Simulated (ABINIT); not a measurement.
Records of electronic-structure calculations.

```json
{"subject": "Beyond one shot: K2NaYF6 (Fm-3m)", "lattice_ang": [[-0.0, 4.4583, 4.4583], [4.4583, 0.0, 4.4583], [4.4583, 4.4583, 0.0]], "atoms": [["K", 0.75, 0.75, 0.75], ["K", 0.25, 0.25, 0.25], ["Na", 0.5, 0.5, 0.5], ["Y", 0.0, 0.0, 0.0], ["F", 0.7556, 0.2444, 0.2444], ["F", 0.2444, 0.2444, 0.7556], ["F", 0.2444, 0.7556, 0.7556], ["F", 0.2444, 0.7556, 0.2444], ["F", 0.7556, 0.2444, 0.7556], ["F", 0.7556, 0.7556, 0.2444]], "method": "RPA screening on PBEsol from quasiparticle energies, plane waves, norm-conserving pseudopotentials (and 5 further levels or steps)", "program": "ABINIT 10.8.3", "settings": "cutoff 38 Ha, PseudoDojo scalar-relativistic 0.4.1 standard, norm-conserving, ngkpt (2, 2, 2), nband 255, ecuteps 4.8 Ha, gwcalctyp 10, inclvkb 2, shiftk (0, 0, 0), symchi 1, awtr 1, frequency ppm, cycle 3, q points all but q = 0, 2×2×2 k-mesh", "notes": "The program’s warnings: nproc spkpt=  >= nkpt= * nsppol=. The cell and positions are those that the Materials Project relaxed with its own functionals (PBE, PBE+U or r2SCAN), kept fixed. Limits: no spin-orbit coupling. The first cycle of evGW0 takes the full correction, without the factor Z, so it overshoots the one-shot value. The 2×2×2 mesh is coarse for this cell, which bears on the long-range parts of exchange and screening.", "results": {"g0w0": "9.540 eV", "evgw0_cycle_1": "10.155 eV", "evgw0_cycle_2": "10.056 eV", "evgw0_cycle_3": "10.053 eV", "evgw_cycle_1": "10.799 eV", "evgw_cycle_2": "10.884 eV", "evgw_cycle_3": "10.893 eV", "known_limits": "short of the basis limit; no spin-orbit coupling; coarse k mesh"}}
```

[Long decimals in the printed logs are rounded to 6 places.]

[Logs are printed without paths, hosts, clocks, repeated set-up lines and the standing remarks that a program may print on its own settings, such as how far it seeks lower states.]

[Paths, hosts, dates, memory and timing lines, banners, echoed tables and standing remarks are left out of the program output; an Ansatz launch command may be rebuilt from the run's recorded settings. Measured values are a selection of at most five: reports struck by readers or far from the other reports are left out. None is set beside runs whose start may be inverted or whose files or cutoffs have a known fault.]

[Runs of the session that timed out or met a known fault of the program may be left out.]

[Hosts, paths, dates, database ids (printed as entryN), source tags and the programs' standing remarks are cut or masked in the printed files.]

[G0W0 gaps are taken among the corrected bands and points alone; a level outside them can change the order at an edge.]

[Where Ansatz stands beside ABINIT at settings called matched, ABINIT's density can come from a denser mesh and the files from another edition; pairs whose starting gaps differed by over 0.03 eV were left out, so agreement reads better than it is.]
